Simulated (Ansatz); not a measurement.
# CsZn4As2P, from a guessed structure to a relaxed one

Starting from a made-up structure for CsZn4As2P, the aim is the relaxed cell, its shortest contacts and, where a second run follows, its electronic structure.

Calculated with Ansatz 0.2.0; DFT, PBE, plane-wave PAW, files of the set soft_1, scalar-relativistic, no spin, cell and ions relaxed at zero pressure; PAW set soft_1, in the first sound run; inputs show where later runs differ.

## 1. Starting point

It takes space group P4/mmm (No. 123, tetragonal). Conventional cell: a = 4.190 Å, b = 4.190 Å, c = 10.700 Å, α = 90.00°, β = 90.00°, γ = 90.00°. Cs has 8 As at 3.75 Å and 4 Cs at 4.19 Å nearest. Nearest to As lie 4 Zn at 2.54 Å and 4 Cs at 3.75 Å. Nearest to Zn lie 2 As at 2.54 Å and 2 P at 2.64 Å. Nearest to P lie 8 Zn at 2.64 Å. Farther neighbours are not listed.

Structure file:

```cif
data_structure
_symmetry_space_group_name_H-M 'P4/mmm'
_symmetry_Int_Tables_number 123
_cell_length_a 4.1900
_cell_length_b 4.1900
_cell_length_c 10.7000
_cell_angle_alpha 90.000
_cell_angle_beta 90.000
_cell_angle_gamma 90.000
_cell_volume 187.85
loop_
_atom_site_label
_atom_site_type_symbol
_atom_site_symmetry_multiplicity
_atom_site_Wyckoff_symbol
_atom_site_fract_x
_atom_site_fract_y
_atom_site_fract_z
_atom_site_occupancy
Cs1 Cs 1 b 0.00000 0.00000 0.50000 1
As1 As 2 h 0.50000 0.50000 0.71510 1
Zn1 Zn 4 i 0.50000 0.00000 0.84920 1
P1 P 1 a 0.00000 0.00000 0.00000 1
```

## 2. Relaxing cell and atoms

The guess takes its coordinates from another compound and its volume from a rule, so the cell and any free coordinates are relaxed together.

File input.yaml:

```yaml
crystal:
  lattice:
    - [4.19, 0.0, 0.0]
    - [0.0, 4.19, 0.0]
    - [0.0, 0.0, 10.7]
  atoms:
    - { symbol: Cs, position: [0.0, 0.0, 0.5] }
    - { symbol: As, position: [0.5, 0.5, 0.7151] }
    - { symbol: As, position: [0.5, 0.5, 0.2849] }
    - { symbol: Zn, position: [0.5, 0.0, 0.8492] }
    - { symbol: Zn, position: [0.0, 0.5, 0.8492] }
    - { symbol: Zn, position: [0.5, 0.0, 0.1508] }
    - { symbol: Zn, position: [0.0, 0.5, 0.1508] }
    - { symbol: P, position: [0.0, 0.0, 0.0] }
kpoints:
  mp_grid: { grid: [6, 6, 3] }
scf:
  occupations: { method: fermi_dirac, width: 0.05 }
hamiltonian:
  xc: pbe
  pseudopotentials: { kind: paw, azcp: { folder: soft_1 } }
relax:
  f_tol: 0.015
  max_steps: 70
  cell: {}
output:
  forces: true
  stress: true
```

Run with:

```bash
$ ansatz run input.yaml --threads 4 --pin off --max-ram 10240MiB --backend cpu --events-out ev --progress --plain --runs-dir out
```

Numbers of over 12 decimals in the logs are rounded to 6 here.

What it wrote:

```text
Engine: ansatz 0.2.0, x86_64-unknown-linux-gnu
Pseudopotentials: kind: paw
Pseudopotential: Cs, paw, valence charge 9, recommended cutoff 420 eV (normal), soft_1/Cs.paw.azcp
Pseudopotential: As, paw, valence charge 15, recommended cutoff 420 eV (normal), soft_1/As.paw.azcp
Pseudopotential: Zn, paw, valence charge 12, recommended cutoff 420 eV (normal), soft_1/Zn.paw.azcp
Pseudopotential: P, paw, valence charge 5, recommended cutoff 420 eV (normal), soft_1/P.paw.azcp
Functional definition: PBE
  parameter kappa = 0.804
  parameter beta = 0.066725
  exchange = pbe_x(kappa = kappa, mu = beta*pi^2/3)
  correlation = pbe_c(beta = beta)
Crystal: 8 atoms, lattice volume = 187.850 Å³
Basis set: ecut = 420 eV, 3623 PW (Γ), exchange–correlation on 60×60×144 points (8 copies of the dense FFT grid, shifted against one another)
Bands: 56, of which v1, the nominal top of the filled ones, is band 46 counted from 1 (45 counted from 0)
Symmetry: 16 space group operations
Space group: P4/mmm (ITA 123), of the structure as read, at distance tolerance 5.7e-5 Å
k-points: 20 of 108
Non-local potential: Cs, projectors of the file, l = 0: 3, l = 1: 2, l = 2: 2, l = 3: 2
Non-local potential: As, projectors of the file, l = 0: 2, l = 1: 2, l = 2: 3, l = 3: 1
Non-local potential: Zn, projectors of the file, l = 0: 2, l = 1: 2, l = 2: 3, l = 3: 1
Non-local potential: P, projectors of the file, l = 0: 2, l = 1: 2, l = 2: 1
PAW form: soft (Blöchl's): semilocal exchange-correlation on the pseudo side does not see the compensation charge
PAW one-centre angular grid: Cs, 194 points (default); XC on 64 Gauss nodes
PAW one-centre angular grid: As, 590 points (default); XC on 64 Gauss nodes
PAW one-centre angular grid: Zn, 590 points (default); XC on 64 Gauss nodes
PAW one-centre angular grid: P, 110 points (default); XC on 64 Gauss nodes
Initial density: superposition of atomic densities (chi_scale 0.1, normalization cell, long waves kept (reshape's long-wave potential 0.34 eV rms))
Initial wavefunctions: pseudopotential atomic-orbital guess
Functional: x = pbe(κ = 0.804, μ = 0.219515), c = pbe(β = 0.066725)
SCF iter   1: F=—  HF=-29419.235210 eV  |F-HF|=—  |Δ(HF+E_count)|=         —  Δρ=3.24e-2  dr2=9.78e0  ethr=3.10e-3  ⟨swp⟩=9.2  Hψ=5554  notcnv=0  defer=1
preconditioner: auto → Resta (q_TF=auto, 2.422 Å⁻¹)  ε∞=7.3  [insulator: Δε(μ)=0.309 eV  Ē_g=9.051 eV  σ=0.050 eV  W_gap=0.91  n_scr=48 (ndim 8)  ℏωp=22.7 eV  f_vac=0.002  D(μ)=0.09/eV (n_scr^D=0)  ε∞_Penn≈7.3]
SCF iter   2: F=—  HF=-29417.823630 eV  |F-HF|=—  |Δ(HF+E_count)|=    1.41e0  Δρ=2.00e-2  dr2=1.71e0  ethr=3.10e-3  ⟨swp⟩=4.1  Hψ=2065  notcnv=0  defer=47
SCF iter   3: F=—  HF=-29417.527291 eV  |F-HF|=—  |Δ(HF+E_count)|=   2.96e-1  Δρ=1.10e-2  dr2=2.12e-1  ethr=1.86e-3  ⟨swp⟩=3.1  Hψ=2093  notcnv=0  defer=58
SCF iter   4: F=—  HF=-29417.446341 eV  |F-HF|=—  |Δ(HF+E_count)|=   8.09e-2  Δρ=4.75e-3  dr2=4.00e-2  ethr=2.30e-4  ⟨swp⟩=3.0  Hψ=1867  notcnv=0  defer=58
SCF iter   5: F=—  HF=-29417.441277 eV  |F-HF|=—  |Δ(HF+E_count)|=   5.06e-3  Δρ=1.13e-3  dr2=3.92e-3  ethr=4.35e-5  ⟨swp⟩=2.4  Hψ=2101  notcnv=0  defer=54
SCF iter   6: F=—  HF=-29417.441857 eV  |F-HF|=—  |Δ(HF+E_count)|=   5.80e-4  Δρ=4.15e-4  dr2=5.69e-4  ethr=4.26e-6  ⟨swp⟩=2.0  Hψ=1987  notcnv=0  defer=54
SCF iter   7: F=—  HF=-29417.442166 eV  |F-HF|=—  |Δ(HF+E_count)|=   3.10e-4  Δρ=2.44e-4  dr2=1.24e-4  ethr=6.19e-7  ⟨swp⟩=2.0  Hψ=1988  notcnv=0  defer=54
SCF iter   8: F=—  HF=-29417.442155 eV  |F-HF|=—  |Δ(HF+E_count)|=   1.13e-5  Δρ=1.00e-4  dr2=1.65e-5  ethr=1.35e-7  ⟨swp⟩=2.0  Hψ=1987  notcnv=0  defer=54
SCF iter   9: F=—  HF=-29417.442173 eV  |F-HF|=—  |Δ(HF+E_count)|=   1.84e-5  Δρ=2.43e-5  dr2=1.40e-6  ethr=1.80e-8  ⟨swp⟩=2.0  Hψ=1764  notcnv=0  defer=54
SCF iter  10: F=—  HF=-29417.442175 eV  |F-HF|=—  |Δ(HF+E_count)|=   1.52e-6  Δρ=7.02e-6  dr2=1.86e-7  ethr=1.52e-9  ⟨swp⟩=2.0  Hψ=1759  notcnv=0  defer=54
SCF iter  11: F=-29417.442175 eV  HF=-29417.442175 eV  |F-HF|=4.66e-9  |Δ(HF+E_count)|=   1.67e-7  Δρ=3.17e-6  dr2=2.74e-8  ethr=1.09e-10  ⟨swp⟩=5.0  Hψ=3944  notcnv=0
SCF 1 converged in 11 iterations: F = -29417.442175 eV  dr2 = 2.74e-8
  greatest PAW one-centre occupation: 0.999 electrons in one spin orbital (limit 2), on the As atom at site 2 (counted from 0), in its partial waves of l = 2
relax step   1: F+E_penalty+E_count = -29417.44217505 eV  Δ(F+E_penalty+E_count) = +0.000e0 eV  max|allowed force component| = 4.335e-1 eV/Å  Δτ_max = 0.0000 Å  P = -1.259 GPa  Ω = 187.850 Å³  (11 SCF iters, dr2 threshold 1.00e-7 eV, accepted)
Crystal: 8 atoms, lattice volume = 186.776 Å³
Basis set: ecut = 420 eV, 3615 PW (Γ), exchange–correlation on 60×60×144 points (8 copies of the dense FFT grid, shifted against one another)
Initial density: handed on by an earlier stage of this run
Initial wavefunctions: those handed on with the density
iter 1 solved again at ethr=7.61e-5 eV; its pass at ethr=3.10e-3 eV (dr2=7.00e-2 eV) is discarded
SCF iter   1: F=—  HF=-29417.509246 eV  |F-HF|=—  |Δ(HF+E_count)|=         —  Δρ=6.11e-3  dr2=6.85e-2  ethr=7.61e-5  ⟨swp⟩=2.5  Hψ=5732  notcnv=0
preconditioner: auto → LDOS  [insulator: Δε(μ)=0.412 eV  Ē_g=10.383 eV  σ=0.050 eV  W_gap=0.50  n_scr=48 (ndim 8)  ℏωp=23.1 eV  f_vac=0.042  D(μ)=0.82/eV (n_scr^D=2)  ε∞_Penn≈5.9  β→1.0]
SCF iter   2: F=—  HF=-29417.520667 eV  |F-HF|=—  |Δ(HF+E_count)|=   1.14e-2  Δρ=3.92e-3  dr2=1.42e-1  ethr=7.45e-5  ⟨swp⟩=3.6  Hψ=2434  notcnv=0
SCF iter   3: F=—  HF=-29417.495867 eV  |F-HF|=—  |Δ(HF+E_count)|=   2.48e-2  Δρ=7.89e-4  dr2=7.97e-3  ethr=7.45e-5  ⟨swp⟩=3.0  Hψ=2307  notcnv=0  defer=64
SCF iter   4: F=—  HF=-29417.494716 eV  |F-HF|=—  |Δ(HF+E_count)|=   1.15e-3  Δρ=3.42e-4  dr2=6.00e-5  ethr=8.66e-6  ⟨swp⟩=2.0  Hψ=1247  notcnv=0  defer=64
SCF iter   5: F=—  HF=-29417.494770 eV  |F-HF|=—  |Δ(HF+E_count)|=   5.40e-5  Δρ=2.30e-4  dr2=5.32e-5  ethr=6.53e-8  ⟨swp⟩=2.1  Hψ=2009  notcnv=0  defer=64
SCF iter   6: F=—  HF=-29417.494747 eV  |F-HF|=—  |Δ(HF+E_count)|=   2.31e-5  Δρ=3.96e-5  dr2=1.30e-6  ethr=5.78e-8  ⟨swp⟩=2.0  Hψ=1625  notcnv=0  defer=64
SCF iter   7: F=-29417.494746 eV  HF=-29417.494746 eV  |F-HF|=2.35e-8  |Δ(HF+E_count)|=   3.00e-7  Δρ=6.62e-6  dr2=5.28e-8  ethr=8.70e-10  ⟨swp⟩=4.9  Hψ=3836  notcnv=0
SCF 2 converged in 7 iterations: F = -29417.494746 eV  dr2 = 5.28e-8
relax step   2: F+E_penalty+E_count = -29417.49474642 eV  Δ(F+E_penalty+E_count) = -5.257e-2 eV  max|allowed force component| = 5.018e-2 eV/Å  Δτ_max = 0.0995 Å  P = -0.050 GPa  Ω = 186.776 Å³  energy of the carried Pulay correction = +4.091e-4 eV  (7 SCF iters, dr2 threshold 8.00e-7 eV, accepted)
Crystal: 8 atoms, lattice volume = 186.437 Å³
iter 1 solved again at ethr=9.26e-7 eV; its pass at ethr=3.10e-3 eV (dr2=8.52e-4 eV) is discarded
SCF iter   1: F=—  HF=-29417.497188 eV  |F-HF|=—  |Δ(HF+E_count)|=         —  Δρ=7.82e-4  dr2=8.66e-4  ethr=9.26e-7  ⟨swp⟩=3.0  Hψ=5473  notcnv=0
preconditioner: auto → LDOS  [insulator: Δε(μ)=0.433 eV  Ē_g=10.392 eV  σ=0.050 eV  W_gap=0.51  n_scr=48 (ndim 8)  ℏωp=23.1 eV  f_vac=0.041  D(μ)=0.83/eV (n_scr^D=2)  ε∞_Penn≈5.9  β→1.0]
SCF iter   2: F=—  HF=-29417.497134 eV  |F-HF|=—  |Δ(HF+E_count)|=   5.31e-5  Δρ=3.64e-4  dr2=6.87e-4  ethr=9.26e-7  ⟨swp⟩=2.0  Hψ=2113  notcnv=0
SCF iter   3: F=—  HF=-29417.497037 eV  |F-HF|=—  |Δ(HF+E_count)|=   9.71e-5  Δρ=1.30e-4  dr2=2.31e-4  ethr=7.47e-7  ⟨swp⟩=2.0  Hψ=1882  notcnv=0
SCF iter   4: F=—  HF=-29417.496996 eV  |F-HF|=—  |Δ(HF+E_count)|=   4.15e-5  Δρ=2.99e-5  dr2=6.98e-6  ethr=2.51e-7  ⟨swp⟩=2.0  Hψ=1216  notcnv=0
SCF iter   5: F=—  HF=-29417.496999 eV  |F-HF|=—  |Δ(HF+E_count)|=   2.73e-6  Δρ=1.15e-5  dr2=1.61e-7  ethr=7.59e-9  ⟨swp⟩=2.0  Hψ=1623  notcnv=0
SCF iter   6: F=-29417.496999 eV  HF=-29417.496999 eV  |F-HF|=6.00e-8  |Δ(HF+E_count)|=   3.86e-8  Δρ=6.48e-6  dr2=5.39e-8  ethr=1.71e-10  ⟨swp⟩=5.0  Hψ=4149  notcnv=0
SCF 3 converged in 6 iterations: F = -29417.496999 eV  dr2 = 5.39e-8
relax step   3: F+E_penalty+E_count = -29417.49699855 eV  Δ(F+E_penalty+E_count) = -2.252e-3 eV  max|allowed force component| = 3.077e-3 eV/Å  Δτ_max = 0.0114 Å  P = -0.038 GPa  Ω = 186.437 Å³  energy of the carried Pulay correction = +5.387e-4 eV  (6 SCF iters, dr2 threshold 1.57e-7 eV, accepted)
Crystal: 8 atoms, lattice volume = 186.320 Å³
iter 1 solved again at ethr=6.35e-9 eV; its pass at ethr=3.10e-3 eV (dr2=5.84e-6 eV) is discarded
SCF iter   1: F=—  HF=-29417.497104 eV  |F-HF|=—  |Δ(HF+E_count)|=         —  Δρ=5.62e-5  dr2=6.71e-6  ethr=6.35e-9  ⟨swp⟩=3.5  Hψ=5504  notcnv=0
preconditioner: auto → LDOS  [insulator: Δε(μ)=0.440 eV  Ē_g=10.396 eV  σ=0.050 eV  W_gap=0.51  n_scr=48 (ndim 8)  ℏωp=23.1 eV  f_vac=0.041  D(μ)=0.83/eV (n_scr^D=2)  ε∞_Penn≈5.9  β→1.0]
SCF iter   2: F=—  HF=-29417.497100 eV  |F-HF|=—  |Δ(HF+E_count)|=   4.07e-6  Δρ=4.99e-5  dr2=1.64e-5  ethr=6.35e-9  ⟨swp⟩=2.1  Hψ=2045  notcnv=0
SCF iter   3: F=—  HF=-29417.497098 eV  |F-HF|=—  |Δ(HF+E_count)|=   2.67e-6  Δρ=1.18e-5  dr2=1.85e-6  ethr=6.35e-9  ⟨swp⟩=2.0  Hψ=1712  notcnv=0
SCF iter   4: F=—  HF=-29417.497097 eV  |F-HF|=—  |Δ(HF+E_count)|=   3.23e-7  Δρ=4.05e-6  dr2=2.52e-8  ethr=2.01e-9  ⟨swp⟩=2.0  Hψ=1248  notcnv=0
SCF iter   5: F=-29417.497097 eV  HF=-29417.497097 eV  |F-HF|=8.62e-9  |Δ(HF+E_count)|=   7.01e-9  Δρ=2.41e-6  dr2=6.87e-9  ethr=9.87e-12  ⟨swp⟩=5.0  Hψ=4332  notcnv=0
SCF 4 converged in 5 iterations: F = -29417.497097 eV  dr2 = 6.87e-9
relax step   4: F+E_penalty+E_count = -29417.49709721 eV  Δ(F+E_penalty+E_count) = -9.866e-5 eV  max|allowed force component| = 1.732e-3 eV/Å  Δτ_max = 0.0004 Å  P = +0.001 GPa  Ω = 186.320 Å³  energy of the carried Pulay correction = +5.834e-4 eV  (5 SCF iters, dr2 threshold 9.08e-9 eV, accepted)
Initial wavefunctions: pseudopotential atomic-orbital guess (no wavefunctions were taken with the density)
iter 1 solved again at ethr=3.09e-7 eV; its pass at ethr=3.10e-3 eV (dr2=2.84e-4 eV) is discarded
SCF iter   1: F=—  HF=-29417.496464 eV  |F-HF|=—  |Δ(HF+E_count)|=         —  Δρ=4.16e-5  dr2=3.66e-7  ethr=3.09e-7  ⟨swp⟩=3.5  Hψ=8632  notcnv=0
SCF iter   2: F=—  HF=-29417.496500 eV  |F-HF|=—  |Δ(HF+E_count)|=   3.58e-5  Δρ=4.65e-5  dr2=2.15e-6  ethr=3.98e-10  ⟨swp⟩=3.2  Hψ=2379  notcnv=0
SCF iter   3: F=—  HF=-29417.496500 eV  |F-HF|=—  |Δ(HF+E_count)|=   2.45e-7  Δρ=4.17e-5  dr2=1.79e-6  ethr=3.98e-10  ⟨swp⟩=3.4  Hψ=2743  notcnv=0
SCF iter   4: F=—  HF=-29417.496499 eV  |F-HF|=—  |Δ(HF+E_count)|=   6.40e-7  Δρ=1.63e-5  dr2=2.59e-7  ethr=3.98e-10  ⟨swp⟩=2.0  Hψ=1696  notcnv=0
SCF iter   5: F=—  HF=-29417.496499 eV  |F-HF|=—  |Δ(HF+E_count)|=   1.10e-7  Δρ=3.05e-6  dr2=1.13e-8  ethr=2.82e-10  ⟨swp⟩=2.0  Hψ=1548  notcnv=0
SCF iter   6: F=—  HF=-29417.496499 eV  |F-HF|=—  |Δ(HF+E_count)|=   4.42e-9  Δρ=3.44e-7  dr2=1.14e-10  ethr=1.22e-11  ⟨swp⟩=2.0  Hψ=1675  notcnv=0
SCF iter   7: F=-29417.496499 eV  HF=-29417.496499 eV  |F-HF|=0.00e0  |Δ(HF+E_count)|=  5.09e-11  Δρ=2.98e-8  dr2=9.59e-13  ethr=1.00e-12  ⟨swp⟩=5.0  Hψ=3970  notcnv=0
SCF 5 converged in 7 iterations: F = -29417.496499 eV  dr2 = 9.59e-13
relax step   5: F+E_penalty+E_count = -29417.49649884 eV  Δ(F+E_penalty+E_count) = +5.984e-4 eV  max|allowed force component| = 1.697e-3 eV/Å  Δτ_max = 0.0000 Å  P = +0.002 GPa  Ω = 186.320 Å³  stress off target by 1.14e-2 GPa  SCF on the basis re-selected at this cell (its energy is not comparable with the rows above)  (7 SCF iters)
basis re-selected at this cell: Δ(F+E_penalty+E_count) = +5.984e-4 eV, ΔP = +0.001 GPa vs the last step (what re-selecting the basis moved, of the pressure what is left beyond the Pulay correction that the steps carried, after the strain that the cell walked since its last selection, with what the two solves' SCF thresholds leave and, on support functions, any second-order correction that the steps lacked; it is no m [...]
SCF converged after 7 iterations
Free energy (F): -29417.496499 eV
Harris-Foulkes:  -29417.496499 eV  (|F-HF|=0.00e0)
Internal energy: -29417.489579 eV  (E = F + TS)
E sigma→0 (E₀):  -29417.493039 eV
Entropy (-TS):   -0.006920 eV (-0.865 meV/atom)
Fermi energy:    7.752568 eV
--- Per-component energies (eV) ---
  E_band       = -481.019132
  E_kinetic    = 994.078833
  E_local      = -15344.911298  (includes V_loc(G=0)·N_el)
  E_nonlocal   = 2546.245452
  E_hartree    = 6894.681808
  E_xc         = -706.405125
  E_vxc        = -549.514278  (∫ρ·V_xc dr)
  E_paw        = -17234.467861  (= ΣΔE_a)
  E_vpaw       = -1916.280359  (= ΣTr[D̂ρ^β])
  E_aug_tail   = -0.001013  (compensation charges beyond the density's cutoff)
  E_ewald      = -6566.710375
  E_smearing   = -0.006920  (= −TS)
  E_closure    = -0.000000  (closes the sum)
  Σ components = -29417.496499   (vs F -29417.496499, Δ=0.00e0)
--- Forces (eV/Å), atoms counted from 1 ---
  atom   1  Cs     0.00000000     0.00000000     0.00000000
  atom   2  As     0.00000000    -0.00000000    -0.00046242
  atom   3  As    -0.00000000     0.00000000     0.00046242
  atom   4  Zn     0.00000000    -0.00000000     0.00169706
  atom   5  Zn    -0.00000000     0.00000000     0.00169706
  atom   6  Zn    -0.00000000     0.00000000    -0.00169706
  atom   7  Zn     0.00000000    -0.00000000    -0.00169706
  atom   8  P     -0.00000000     0.00000000     0.00000000
  max |Σ_I F_I| component: 1.11e-16 eV/Å
--- Stress (GPa, compression-positive) ---
       -0.003388       0.000000      -0.000000
        0.000000      -0.003388      -0.000000
       -0.000000      -0.000000       0.011449
  P = ⅓ Tr σ = 0.0016 GPa (0.016 kbar)
--- Relaxed structure (4 steps of the walk, 4 accepted, 1 SCFs on fresh bases) ---
  F+E_penalty+E_count = -29417.49649884 eV   max|allowed force component| = 1.697e-3 eV/Å   (the final SCF, on the basis selected at the relaxed cell)
  cell:  # Å, volume = 186.3204 Å³
    - [4.192164, 0, 0]
    - [0, 4.192164, 0]
    - [0, 0, 10.601904]
  atoms:
    - { symbol: Cs, position: [0, 0, 0.500000] }
    - { symbol: As, position: [0.5, 0.5, 0.723449] }
    - { symbol: As, position: [0.5, 0.5, 0.276551] }
    - { symbol: Zn, position: [0.5, 0, 0.854075] }
    - { symbol: Zn, position: [0, 0.5, 0.854075] }
    - { symbol: Zn, position: [0.5, 0, 0.145925] }
    - { symbol: Zn, position: [0, 0.5, 0.145925] }
    - { symbol: P, position: [0, 0, 0] }
```

Elapsed: 19 s, on 4 threads of AMD EPYC 7R32 (Zen 2), shared host; peak memory 0.76 GiB.

Relaxation path:

| step | energy less that of the first step (eV) | largest force component (eV/Å) | pressure (GPa) | volume (Å³) |
| --- | --- | --- | --- | --- |
| 1 | 0.0000 | 0.4335 | -1.26 | 187.85 |
| 2 | -0.0526 | 0.0502 | -0.05 | 186.78 |
| 3 | -0.0548 | 0.0031 | -0.04 | 186.44 |
| 4 | -0.0549 | 0.0017 | 0.00 | 186.32 |
| 5* | -0.0543 | 0.0017 | 0.00 | 186.32 |

Relaxation steps marked * repeat the geometry before them on a plane-wave basis chosen anew for their cell, so energy and pressure can jump there.

The run keeps the 16 symmetry operations that it works with, so distortions that break them were not tested.

| conventional cell, symmetrised | before | after | change |
| --- | --- | --- | --- |
| a (Å) | 4.190 | 4.192 | +0.1 % |
| b (Å) | 4.190 | 4.192 | +0.1 % |
| c (Å) | 10.700 | 10.602 | -0.9 % |
| volume (Å³/atom) | 23.48 | 23.29 | -0.8 % |

The atoms that moved most (Å, as changes of fractional coordinates times the final cell):

| atom | dx | dy | dz | length |
| --- | --- | --- | --- | --- |
| As2 | 0.000 | 0.000 | 0.089 | 0.089 |
| As3 | 0.000 | 0.000 | -0.089 | 0.089 |
| Zn4 | 0.000 | 0.000 | 0.052 | 0.052 |
| Zn5 | 0.000 | 0.000 | 0.052 | 0.052 |
| Zn7 | 0.000 | 0.000 | -0.052 | 0.052 |
| Zn6 | 0.000 | 0.000 | -0.052 | 0.052 |

Final coordinates:

```cif
data_structure
_symmetry_space_group_name_H-M 'P 1'
_symmetry_Int_Tables_number 1
_cell_length_a 4.1922
_cell_length_b 4.1922
_cell_length_c 10.6019
_cell_angle_alpha 90.000
_cell_angle_beta 90.000
_cell_angle_gamma 90.000
_cell_volume 186.32
loop_
_atom_site_label
_atom_site_type_symbol
_atom_site_fract_x
_atom_site_fract_y
_atom_site_fract_z
_atom_site_occupancy
Cs1 Cs 0.00000 0.00000 0.50000 1
As2 As 0.50000 0.50000 0.72345 1
As3 As 0.50000 0.50000 0.27655 1
Zn4 Zn 0.50000 0.00000 0.85408 1
Zn5 Zn 0.00000 0.50000 0.85408 1
Zn6 Zn 0.50000 0.00000 0.14592 1
Zn7 Zn 0.00000 0.50000 0.14592 1
P8 P 0.00000 0.00000 0.00000 1
```

Numbers from this step:

```
free energy             : -29417.4965 eV
energy at zero smearing : -29417.4930 eV
smearing term TS        : 0.006920 eV
Fermi energy            : 7.753 eV
electrons               : 92
symmetry operations     : 16
pressure                : 0.001558 GPa
```

Shortest distances by pair of elements, guess and relaxed (not always the same contact):

| pair | guess (Å) | relaxed (Å) |
| --- | --- | --- |
| As–Zn | 2.539 | 2.512 |
| P–Zn | 2.644 | 2.605 |
| Zn–Zn | 2.963 | 2.964 |
| As–Cs | 3.752 | 3.795 |
| As–P | 4.251 | 4.169 |

The relaxation ends with a largest force component of 0.0017 eV/Å and a pressure of 0.00 GPa.

(Continued in part 2 of 2.)

[Logs are printed without paths, hosts, clocks, repeated set-up lines and the standing remarks that a program may print on its own settings, such as how far it seeks lower states.]

[Hosts, paths, dates, database ids (printed as entryN), source tags and the programs' standing remarks are cut or masked in the printed files.]
